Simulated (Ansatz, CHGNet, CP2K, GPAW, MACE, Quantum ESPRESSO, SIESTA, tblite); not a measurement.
# Which run comes nearest? Random packing of Sn (61 atoms)

Density of this cell: 7.11 g/cm³. The cell holds 61 atoms: 61 Sn. Its edges and angles: a = 11.914 Å, b = 11.914 Å, c = 11.914 Å, α = 90.0°, β = 90.0°, γ = 90.0°. 61 atoms (61 Sn) packed at random in a cube at 7.11 g/cm³ and pushed apart as soft spheres; a start for melting by ab initio MD, not an equilibrated structure. Then every atom was moved at random, 0.05 Å r.m.s. a Cartesian component.

Geometry: as built.

The reference, a calculation:

* method: Kohn-Sham DFT, PBE, SSSP efficiency 1.3.0 pseudopotentials, plane waves (Quantum ESPRESSO 7.5); sssp-pbe-1.3.0-efficiency, cutoffs 45/360 Ry, Γ point
* r.m.s. force component: 1.185 eV/Å
* longest force: 4.352 eV/Å
* pressure: 14.87 GPa
* time: 3.8 min on 4 MPI ranks of Arm Neoverse V2, shared host
* CPU time: 15 min

Runs, in no order:
A. QE PBE+D3(BJ), sssp-1.3.0-efficiency, 45/360 Ry: Kohn-Sham DFT, PBE+D3(BJ), SSSP efficiency 1.3.0 pseudopotentials, plane waves
B. CP2K PBE, DZVP-UZH, 244/50 Ry, diagonalisation: Kohn-Sham DFT, PBE, GTH-PBE pseudopotentials, Gaussian and plane waves, DZVP-MOLOPT (UZH set), diagonalisation
C. CHGNet 0.3.0 potential: machine-learned interatomic potential CHGNet 0.3.0, trained on PBE(+U) plane-wave data
D. GPAW PBE, LCAO szp(dzp), h 0.2 Å: Kohn-Sham DFT, PBE, PAW, atomic orbitals (szp(dzp))
E. MACE MP-0b3 medium potential: machine-learned interatomic potential MACE MP-0b3 medium, trained on PBE(+U) plane-wave data

**Question.** Rank the runs by how far their forces lie from the reference's, least first.

A, B, D, E, C.

| run | Δ force, r.m.s. (meV/Å) | share of r.m.s. force (%) | CPU time |
| --- | --- | --- | --- |
| A. QE PBE+D3(BJ), sssp-1.3.0-efficiency, 45/360 Ry | 18.6 | 1.57 | 15 min |
| B. CP2K PBE, DZVP-UZH, 244/50 Ry, diagonalisation | 59.3 | 5.01 | 4.7 min |
| D. GPAW PBE, LCAO szp(dzp), h 0.2 Å | 140 | 11.8 | 3.1 min |
| E. MACE MP-0b3 medium potential | 235 | 19.8 | 6.1 s |
| C. CHGNet 0.3.0 potential | 364 | 30.7 | 2.6 s |

Machine-learned potentials mimic data converged in k, so the reference's own k-point error enters their differences. The electronic-structure runs sample only Γ, in a cell whose shortest periodic width is 12 Å, which is coarse for a cell with partly filled levels.

[Hosts, paths, dates, database ids (printed as entryN), source tags and the programs' standing remarks are cut or masked in the printed files.]
